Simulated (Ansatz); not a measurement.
## Resistivity from frozen vibrations: Pb(111) with 4 thermally displaced layers, 2x2

Aim: the resistivity of Pb at 300 K from frozen thermal displacements between perfect leads. The measured value for the pure metal at this temperature is 21.3 µΩ cm (CRC Handbook of Chemistry and Physics, 84th ed., 2003, Electrical Resistivity of Pure Metals).

Calculated with Ansatz 0.2.0; Ansatz plane-wave DFT, PBE, PAW files; ballistic transport by layer matching (Landauer), zero bias; PAW set soft_1.

## (1) The starting structure

The cell holds 40 atoms: 40 Pb. Its edges and angles: a = 7.001 Å, b = 7.001 Å, c = 28.655 Å, α = 93.5°, β = 86.5°, γ = 120.0°. It derives from Pb. Regions: lead, 24 atoms (24 Pb); scattering region, 16 atoms (16 Pb). The structure is stacked along c, and the current runs across the ab planes.

## (2) With 4 displaced layers

Each atom of 4 layers is moved at random, by amounts drawn from a normal law 0.1385 Å wide in each direction from the Debye model (105 K) at 300 K. The layers about the cell's end stay perfect and serve as the lead. Disorder leaves little or no symmetry, which makes such runs dear. Energies from -0.05 to 0.05 eV in steps of 0.05 eV are too few for the program's thermal sum, so it prints no conductance; for a metal the transmission near the Fermi level serves, at a fraction of the cost.

The input, input.yaml:

```yaml
crystal:
  lattice:
    - [7.0014885046, 0.0, 0.0]
    - [-3.5007442523, 6.0634669093, 0.0]
    - [1.7503721261, -1.0105778182, 28.583457127]
  atoms:
    - { symbol: Pb, position: [0.9916666667, 0.0083333333, 0.05] }
    - { symbol: Pb, position: [0.9916666667, 0.5083333333, 0.05] }
    - { symbol: Pb, position: [0.4916666667, 0.0083333333, 0.05] }
    - { symbol: Pb, position: [0.4916666667, 0.5083333333, 0.05] }
    - { symbol: Pb, position: [0.1416666667, 0.3583333333, 0.15] }
    - { symbol: Pb, position: [0.1416666667, 0.8583333333, 0.15] }
    - { symbol: Pb, position: [0.6416666667, 0.3583333333, 0.15] }
    - { symbol: Pb, position: [0.6416666667, 0.8583333333, 0.15] }
    - { symbol: Pb, position: [0.2916666667, 0.2083333333, 0.25] }
    - { symbol: Pb, position: [0.2916666667, 0.7083333333, 0.25] }
    - { symbol: Pb, position: [0.7916666667, 0.2083333333, 0.25] }
    - { symbol: Pb, position: [0.7916666667, 0.7083333333, 0.25] }
    - { symbol: Pb, position: [0.9568811414, 0.0903764344, 0.3559334252] }
    - { symbol: Pb, position: [0.9285968674, 0.551102406, 0.3474449736] }
    - { symbol: Pb, position: [0.4516917009, 0.0576559967, 0.3536184483] }
    - { symbol: Pb, position: [0.4230958596, 0.5940326353, 0.3495328136] }
    - { symbol: Pb, position: [0.1038701492, 0.4049082989, 0.4481633753] }
    - { symbol: Pb, position: [0.1104050151, 0.9270002113, 0.4490188004] }
    - { symbol: Pb, position: [0.5971776126, 0.4232907019, 0.4457834472] }
    - { symbol: Pb, position: [0.5667662699, 0.9168125611, 0.4467512994] }
    - { symbol: Pb, position: [0.1947670711, 0.2393642438, 0.5477346229] }
    - { symbol: Pb, position: [0.2009947661, 0.7242777164, 0.5501774998] }
    - { symbol: Pb, position: [0.7573511416, 0.252408596, 0.5463974888] }
    - { symbol: Pb, position: [0.757713689, 0.7744714694, 0.548546534] }
    - { symbol: Pb, position: [0.9145151724, 0.1319836326, 0.648997355] }
    - { symbol: Pb, position: [0.8793465523, 0.6164729314, 0.6511992887] }
    - { symbol: Pb, position: [0.3992649597, 0.0784615895, 0.6467946736] }
    - { symbol: Pb, position: [0.3551860226, 0.5688336319, 0.6506125394] }
    - { symbol: Pb, position: [0.0416666667, 0.4583333333, 0.75] }
    - { symbol: Pb, position: [0.0416666667, 0.9583333333, 0.75] }
    - { symbol: Pb, position: [0.5416666667, 0.4583333333, 0.75] }
    - { symbol: Pb, position: [0.5416666667, 0.9583333333, 0.75] }
    - { symbol: Pb, position: [0.1916666667, 0.3083333333, 0.85] }
    - { symbol: Pb, position: [0.1916666667, 0.8083333333, 0.85] }
    - { symbol: Pb, position: [0.6916666667, 0.3083333333, 0.85] }
    - { symbol: Pb, position: [0.6916666667, 0.8083333333, 0.85] }
    - { symbol: Pb, position: [0.8416666667, 0.1583333333, 0.95] }
    - { symbol: Pb, position: [0.8416666667, 0.6583333333, 0.95] }
    - { symbol: Pb, position: [0.3416666667, 0.1583333333, 0.95] }
    - { symbol: Pb, position: [0.3416666667, 0.6583333333, 0.95] }
kpoints:
  mp_grid: { grid: [4, 4, 1] }
hamiltonian:
  xc: pbe
  pseudopotentials: { kind: paw, azcp: { folder: soft_1 } }
scf:
  occupations: { method: fermi_dirac, width: 0.1 }
output:
  transmission: { leads: [[0, 4]], kmesh: [8, 8], e_range: [-0.05, 0.05], de: 0.05 }
  write_potential: true
  write_density: true
  volumetric_format: npy
```

Started as:

```bash
$ ansatz run input.yaml --threads 4 --pin off --max-ram 15360MiB --backend cpu --events-out ev --progress --plain --runs-dir out
```

Numbers of over 12 decimals in the logs are rounded to 6 here.

Log:

```text
Engine: ansatz 0.2.0, aarch64-unknown-linux-gnu
Pseudopotentials: kind: paw
Pseudopotential: Pb, paw, valence charge 14, recommended cutoff 420 eV (normal), soft_1/Pb.paw.azcp
Functional definition: PBE
  parameter kappa = 0.804
  parameter beta = 0.066725
  exchange = pbe_x(kappa = kappa, mu = beta*pi^2/3)
  correlation = pbe_c(beta = beta)
Crystal: 40 atoms, lattice volume = 1213.462 Å³
Basis set: ecut = 420 eV, 23733 PW (Γ)
Bands: 336, of which v1, the nominal top of the filled ones, is band 280 counted from 1 (279 counted from 0)
Symmetry: 1 space group operations
Space group: P1 (ITA 1), of the structure as read, at distance tolerance 1.1e-4 Å
k-points: 10 of 16 (time reversal used)
Non-local potential: Pb, projectors of the file, l = 0: 2, l = 1: 2, l = 2: 2, l = 3: 1
PAW form: soft (Blöchl's): semilocal exchange-correlation on the pseudo side does not see the compensation charge
PAW one-centre angular grid: Pb, 590 points (default); XC on 64 Gauss nodes
Initial density: superposition of atomic densities (chi_scale 0.1, normalization cell)
Initial wavefunctions: pseudopotential atomic-orbital guess
Functional: x = pbe(κ = 0.804, μ = 0.219515), c = pbe(β = 0.066725)
SCF iter   1: F=—  HF=-476352.837614 eV  |F-HF|=—  |Δ(HF+E_count)|=         —  Δρ=8.00e-3  dr2=1.36e0  ethr=3.10e-3  ⟨swp⟩=7.2  Hψ=13344  notcnv=0  defer=40
preconditioner: auto → Kerker (q_TF=auto, 2.398 Å⁻¹)  [metal: Δε(μ)=0.026 eV  Ē_g=15.689 eV  σ=0.100 eV  W_gap=0.07  n_scr=292 (ndim 8)  ℏωp=25.2 eV  f_vac=0.000  D(μ)=19.89/eV (n_scr^D=90)]
SCF iter   2: F=—  HF=-476352.560263 eV  |F-HF|=—  |Δ(HF+E_count)|=   2.77e-1  Δρ=5.00e-3  dr2=5.47e-1  ethr=2.43e-4  ⟨swp⟩=2.1  Hψ=5797  notcnv=0  defer=74
SCF iter   3: F=—  HF=-476352.427508 eV  |F-HF|=—  |Δ(HF+E_count)|=   1.33e-1  Δρ=1.24e-3  dr2=2.57e-2  ethr=9.76e-5  ⟨swp⟩=3.0  Hψ=6041  notcnv=0  defer=74
SCF iter   4: F=—  HF=-476352.427984 eV  |F-HF|=—  |Δ(HF+E_count)|=   4.75e-4  Δρ=2.04e-4  dr2=5.98e-4  ethr=4.58e-6  ⟨swp⟩=2.4  Hψ=6052  notcnv=0  defer=74
SCF iter   5: F=—  HF=-476352.428149 eV  |F-HF|=—  |Δ(HF+E_count)|=   1.65e-4  Δρ=5.37e-5  dr2=6.43e-5  ethr=1.07e-7  ⟨swp⟩=2.0  Hψ=4037  notcnv=0  defer=74
SCF iter   6: F=—  HF=-476352.429194 eV  |F-HF|=—  |Δ(HF+E_count)|=   1.04e-3  Δρ=1.38e-5  dr2=1.39e-5  ethr=1.15e-8  ⟨swp⟩=2.0  Hψ=3991  notcnv=0  defer=115
SCF iter   7: F=—  HF=-476352.429193 eV  |F-HF|=—  |Δ(HF+E_count)|=   8.65e-7  Δρ=6.35e-6  dr2=2.26e-6  ethr=2.48e-9  ⟨swp⟩=2.0  Hψ=3706  notcnv=0  defer=118
SCF iter   8: F=—  HF=-476352.429193 eV  |F-HF|=—  |Δ(HF+E_count)|=   8.25e-8  Δρ=1.97e-6  dr2=2.93e-7  ethr=4.04e-10  ⟨swp⟩=2.0  Hψ=4124  notcnv=0  defer=118
SCF iter   9: F=-476352.429193 eV  HF=-476352.429193 eV  |F-HF|=1.46e-8  |Δ(HF+E_count)|=   8.03e-9  Δρ=5.98e-7  dr2=1.97e-8  ethr=1.79e-11  ⟨swp⟩=11.7  Hψ=13243  notcnv=0
SCF 1 converged in 9 iterations: F = -476352.429193 eV  dr2 = 1.97e-8
  greatest PAW one-centre occupation: 0.978 electrons in one spin orbital (limit 2), on the Pb atom at site 18 (counted from 0), in its partial waves of l = 2
transmission: 129 of 1224 steps passed
transmission: 246 of 1224 steps passed
[...]
transmission: 1224 of 1224 steps passed
SCF converged after 9 iterations
Free energy (F): -476352.429193 eV
Harris-Foulkes:  -476352.429193 eV  (|F-HF|=1.46e-8)
Internal energy: -476351.778864 eV  (E = F + TS)
E sigma→0 (E₀):  -476352.104028 eV
Entropy (-TS):   -0.650329 eV (-16.258 meV/atom)
Fermi energy:    11.141544 eV
--- Per-component energies (eV) ---
  E_band       = -1364.283623
  E_kinetic    = 11742.599418
  E_local      = -39408.800498  (includes V_loc(G=0)·N_el)
  E_nonlocal   = 12205.867689
  E_hartree    = 15204.524051
  E_xc         = -8240.817424
  E_vxc        = -5531.099395  (∫ρ·V_xc dr)
  E_paw        = -415723.904646  (= ΣΔE_a)
  E_vpaw       = -10781.907082  (= ΣTr[D̂ρ^β])
  E_aug_tail   = -0.000275  (compensation charges beyond the density's cutoff)
  E_ewald      = -52131.247180
  E_smearing   = -0.650329  (= −TS)
  E_closure    = -0.000000  (closes the sum)
  Σ components = -476352.429193   (vs F -476352.429193, Δ=0.00e0)
--- Band table (eV; the first three rows and the last of 10) ---
  k-point 0: bands = [... 276 lower, 11.5560, 11.6213, 11.6830, 11.7452, 11.8355, 12.1016, 12.1560, 12.1903, ... 52 higher]
  k-point 1: bands = [... 276 lower, 10.7658, 10.8140, 11.0018, 11.1063, 11.5723, 11.6538, 11.7309, 11.8665, ... 52 higher]
  k-point 2: bands = [... 276 lower, 10.9557, 10.9905, 11.0597, 11.1355, 11.2032, 11.2683, 11.3353, 11.4251, ... 52 higher]
  k-point 9: bands = [... 276 lower, 10.9799, 11.0242, 11.1183, 11.1885, 11.2768, 11.3335, 11.4220, 11.4593, ... 52 higher]
--- Transmission ---
  basis      : 367 plane waves across, 36 finite elements along
  points     : 34, standing for a mesh of 8 x 8
  energies   : 3 from -0.050000 to 0.050000 eV about the Fermi level, 0.050000 eV apart; the leads are filled to 0.000000 eV, and channels, transmission and decay are at 0.000000 eV
  crystal 0  : Pb4, at the sites [0, 4], period 2.8583 Å, over 17.15 Å; its Hamiltonian steps by up to 8.3 meV
    offset         : up to 0.0000 Å between an atom of the period and one for which it stands
    channels       : 4.953125e0 a spin
    conductance    : none, the energies end too early or step too widely for 300 K: set another output.transmission.e_range or a lower de, or, where they end at an eighth of basis.ecutwfc, a higher one
  junction   : crystal 0 to crystal 0, 0.00 to 25.73 Å
    transmission   : 4.109760e0 a spin
    conductance    : none, the energies end too early or step too widely for 300 K: set another output.transmission.e_range or a lower de, or, where they end at an eighth of basis.ecutwfc, a higher one
```

Elapsed: 18 min, on 4 threads of Arm Neoverse V1, shared host; peak memory 7.6 GiB; 61 min of CPU time.

Numbers from this step:

* free energy: -476352.4292 eV
* energy at zero smearing: -476352.1040 eV
* Fermi energy: 11.14 eV
* cell area: 42.45 Å²
* transmission per spin nearest the Fermi level: 4.110
* open channels per spin nearest the Fermi level: 4.953
* step of the lead's potential: 8.3 meV

Per spin. Table of transmission, zone mean by energy, zero at the Fermi level:

```csv
energy (eV),"transmission, zone mean"
-0.0500,4.12
0.0000,4.11
0.0500,4.36
```

Per spin. The open channels, zone mean, lead by energy, zero at the Fermi level:

```
energy (eV)  open channels, zone mean, lead
    -0.0500                            4.89
     0.0000                            4.95
     0.0500                            5.17
```

Transmission over k1 and k2. At 0.0000 eV from the Fermi level.

Ten even steps from '_' (0.99) to '@' (5.43):
```
%%##**####%%####
@@##**==****@@##
@@%%==++--==**@@
++##**==__==**##
@@@@**==--++==%%
@@##@@****==**##
%%####%%####**##
--@@@@%%--%%@@@@
```
Columns: k1 (b1) from -0.5 to 0.375; rows upwards: k2 (b2) from -0.5 to 0.375.

Open channels over k1 and k2. At 0.0000 eV from the Fermi level.

Ten even steps from '0' (1.00) to '9' (6.00):
```
98898999
98646999
99466469
68660668
99646649
99996468
99998988
69996999
```
Columns: k1 (b1) from -0.5 to 0.375; rows upwards: k2 (b2) from -0.5 to 0.375.

Over the solved energies the transmission per spin lies between 4.11 and 4.36, out of 5.01 channels of the lead on average (up to 5.17).

## (3) With 8 displaced layers

Each atom of 8 layers is moved at random, by amounts drawn from a normal law 0.1385 Å wide in each direction from the Debye model (105 K) at 300 K. A fresh draw is used; the growth of the resistance with length is what counts.

System of this step: Pb(111) with 8 thermally displaced layers, 2x2. The cell holds 56 atoms: 56 Pb. Its edges and angles: a = 7.001 Å, b = 7.001 Å, c = 40.068 Å, α = 87.5°, β = 92.5°, γ = 120.0°. It derives from Pb. Regions: lead, 24 atoms (24 Pb); scattering region, 32 atoms (32 Pb). The structure is stacked along c, and the current runs across the ab planes.

The input, input.yaml:

```yaml
crystal:
  lattice:
    - [7.0014885046, 0.0, 0.0]
    - [-3.5007442523, 6.0634669093, 0.0]
    - [-1.7503721261, 1.0105778182, 40.0168399779]
  atoms:
    - { symbol: Pb, position: [0.005952381, 0.994047619, 0.0357142857] }
    - { symbol: Pb, position: [0.005952381, 0.494047619, 0.0357142857] }
    - { symbol: Pb, position: [0.505952381, 0.994047619, 0.0357142857] }
    - { symbol: Pb, position: [0.505952381, 0.494047619, 0.0357142857] }
    - { symbol: Pb, position: [0.1845238095, 0.3154761905, 0.1071428571] }
    - { symbol: Pb, position: [0.1845238095, 0.8154761905, 0.1071428571] }
    - { symbol: Pb, position: [0.6845238095, 0.3154761905, 0.1071428571] }
    - { symbol: Pb, position: [0.6845238095, 0.8154761905, 0.1071428571] }
    - { symbol: Pb, position: [0.3630952381, 0.1369047619, 0.1785714286] }
    - { symbol: Pb, position: [0.3630952381, 0.6369047619, 0.1785714286] }
    - { symbol: Pb, position: [0.8630952381, 0.1369047619, 0.1785714286] }
    - { symbol: Pb, position: [0.8630952381, 0.6369047619, 0.1785714286] }
    - { symbol: Pb, position: [0.0444686798, 0.9406615186, 0.254795047] }
    - { symbol: Pb, position: [0.0653188334, 0.4724298024, 0.2513901118] }
    - { symbol: Pb, position: [0.5457124156, 0.927559216, 0.2521245104] }
    - { symbol: Pb, position: [0.5336030572, 0.4177616589, 0.2512009015] }
    - { symbol: Pb, position: [0.2239562035, 0.2978637124, 0.3199091919] }
    - { symbol: Pb, position: [0.2232869906, 0.7880974045, 0.3183962582] }
    - { symbol: Pb, position: [0.7311628747, 0.2770806934, 0.323132813] }
    - { symbol: Pb, position: [0.7226694484, 0.8042197499, 0.3235228796] }
    - { symbol: Pb, position: [0.4032314121, 0.1148966789, 0.3972165395] }
    - { symbol: Pb, position: [0.4167767474, 0.5647434642, 0.3959132303] }
    - { symbol: Pb, position: [0.9063554646, 0.09962746, 0.3893735677] }
    - { symbol: Pb, position: [0.9095938583, 0.5720476549, 0.3948190639] }
    - { symbol: Pb, position: [0.0846886395, 0.8862599458, 0.463238848] }
    - { symbol: Pb, position: [0.0551469472, 0.4273193874, 0.4695262262] }
    - { symbol: Pb, position: [0.5967677143, 0.8823417034, 0.4622960969] }
    - { symbol: Pb, position: [0.609573951, 0.4584461544, 0.4657433184] }
    - { symbol: Pb, position: [0.2445780279, 0.2508431554, 0.5356567748] }
    - { symbol: Pb, position: [0.2437590526, 0.7270502627, 0.5370544024] }
    - { symbol: Pb, position: [0.760852114, 0.2420518872, 0.5349471321] }
    - { symbol: Pb, position: [0.7256828312, 0.7322484161, 0.5398892181] }
    - { symbol: Pb, position: [0.4150844482, 0.0318264417, 0.6117607112] }
    - { symbol: Pb, position: [0.4691201658, 0.613585066, 0.6073591812] }
    - { symbol: Pb, position: [0.9096310504, 0.0316510539, 0.6117240145] }
    - { symbol: Pb, position: [0.9755972607, 0.5471007168, 0.6049036032] }
    - { symbol: Pb, position: [0.1152490934, 0.8680972054, 0.6776351584] }
    - { symbol: Pb, position: [0.1089994213, 0.3906573203, 0.6823600599] }
    - { symbol: Pb, position: [0.6237826594, 0.9081331933, 0.6771183984] }
    - { symbol: Pb, position: [0.5943257106, 0.3389077819, 0.6735538673] }
    - { symbol: Pb, position: [0.3010041044, 0.1945209117, 0.752006802] }
    - { symbol: Pb, position: [0.3179608861, 0.7380635714, 0.7528094472] }
    - { symbol: Pb, position: [0.8101032739, 0.2061856975, 0.7475835764] }
    - { symbol: Pb, position: [0.7709728992, 0.6978389154, 0.7460902139] }
    - { symbol: Pb, position: [0.4702380952, 0.0297619048, 0.8214285714] }
    - { symbol: Pb, position: [0.4702380952, 0.5297619048, 0.8214285714] }
    - { symbol: Pb, position: [0.9702380952, 0.0297619048, 0.8214285714] }
    - { symbol: Pb, position: [0.9702380952, 0.5297619048, 0.8214285714] }
    - { symbol: Pb, position: [0.1488095238, 0.8511904762, 0.8928571429] }
    - { symbol: Pb, position: [0.1488095238, 0.3511904762, 0.8928571429] }
    - { symbol: Pb, position: [0.6488095238, 0.8511904762, 0.8928571429] }
    - { symbol: Pb, position: [0.6488095238, 0.3511904762, 0.8928571429] }
    - { symbol: Pb, position: [0.3273809524, 0.1726190476, 0.9642857143] }
    - { symbol: Pb, position: [0.3273809524, 0.6726190476, 0.9642857143] }
    - { symbol: Pb, position: [0.8273809524, 0.1726190476, 0.9642857143] }
    - { symbol: Pb, position: [0.8273809524, 0.6726190476, 0.9642857143] }
kpoints:
  mp_grid: { grid: [4, 4, 1] }
hamiltonian:
  xc: pbe
  pseudopotentials: { kind: paw, azcp: { folder: soft_1 } }
scf:
  occupations: { method: fermi_dirac, width: 0.1 }
output:
  transmission: { leads: [[0, 4]], kmesh: [8, 8], e_range: [-0.05, 0.05], de: 0.05 }
  write_potential: true
  write_density: true
  volumetric_format: npy
```

Log:

```text
[...]
Crystal: 56 atoms, lattice volume = 1698.847 Å³
Basis set: ecut = 420 eV, 33213 PW (Γ)
Bands: 471, of which v1, the nominal top of the filled ones, is band 392 counted from 1 (391 counted from 0)
Symmetry: 1 space group operations
[...]
k-points: 10 of 16 (time reversal used)
[...]
SCF iter   1: F=—  HF=-666893.018151 eV  |F-HF|=—  |Δ(HF+E_count)|=         —  Δρ=8.25e-3  dr2=2.55e0  ethr=3.10e-3  ⟨swp⟩=7.1  Hψ=18652  notcnv=0  defer=106
[...]
SCF iter   9: F=-666892.427388 eV  HF=-666892.427388 eV  |F-HF|=4.48e-8  |Δ(HF+E_count)|=   1.47e-8  Δρ=9.36e-7  dr2=5.68e-8  ethr=1.28e-11  ⟨swp⟩=11.0  Hψ=22217  notcnv=0
SCF 1 converged in 9 iterations: F = -666892.427388 eV  dr2 = 5.68e-8
[...]
transmission: 171 of 1700 steps passed
transmission: 348 of 1700 steps passed
[...]
transmission: 1700 of 1700 steps passed
SCF converged after 9 iterations
Free energy (F): -666892.427388 eV
[...]
Internal energy: -666891.485249 eV  (E = F + TS)
E sigma→0 (E₀):  -666891.956318 eV
Entropy (-TS):   -0.942139 eV (-16.824 meV/atom)
Fermi energy:    11.172852 eV
[...]
--- Band table (eV; the first three rows and the last of 10) ---
  k-point 0: bands = [... 388 lower, 11.6125, 11.6294, 11.7271, 11.7626, 11.9006, 12.0241, 12.0550, 12.1218, ... 75 higher]
  k-point 1: bands = [... 388 lower, 10.9625, 11.0605, 11.1434, 11.2209, 11.3954, 11.6164, 11.7095, 11.7693, ... 75 higher]
  k-point 2: bands = [... 388 lower, 11.0260, 11.0594, 11.0740, 11.1805, 11.2529, 11.3014, 11.3527, 11.3781, ... 75 higher]
  k-point 9: bands = [... 388 lower, 11.0897, 11.1039, 11.1652, 11.2009, 11.2173, 11.2745, 11.3166, 11.3727, ... 75 higher]
--- Transmission ---
  basis      : 367 plane waves across, 50 finite elements along
  points     : 34, standing for a mesh of 8 x 8
[...]
channels       : 5.171875e0 a spin
[...]
junction   : crystal 0 to crystal 0, 2.86 to 40.02 Å
    transmission   : 3.689441e0 a spin
[...]
```

The job ended after 28 min (4 threads; peak memory 9 GiB).

Numbers from this step:

```
free energy                                    : -666892.4274 eV
energy at zero smearing                        : -666891.9563 eV
Fermi energy                                   : 11.17 eV
transmission per spin nearest the Fermi level  : 3.689
open channels per spin nearest the Fermi level : 5.172
step of the lead's potential                   : 12.3 meV
```

Per spin. Transmission, zone mean against energy, zero at the Fermi level:

```
energy (eV)  transmission, zone mean
    -0.0500                     3.57
     0.0000                     3.69
     0.0500                     3.73
```

Over the solved energies the transmission per spin lies between 3.57 and 3.73, out of 5.08 channels of the lead on average (up to 5.17).

[end of part 1 of 2]

[Logs are printed without paths, hosts, clocks, repeated set-up lines and the standing remarks that a program may print on its own settings, such as how far it seeks lower states.]

[Hosts, paths, dates, database ids (printed as entryN), source tags and the programs' standing remarks are cut or masked in the printed files.]
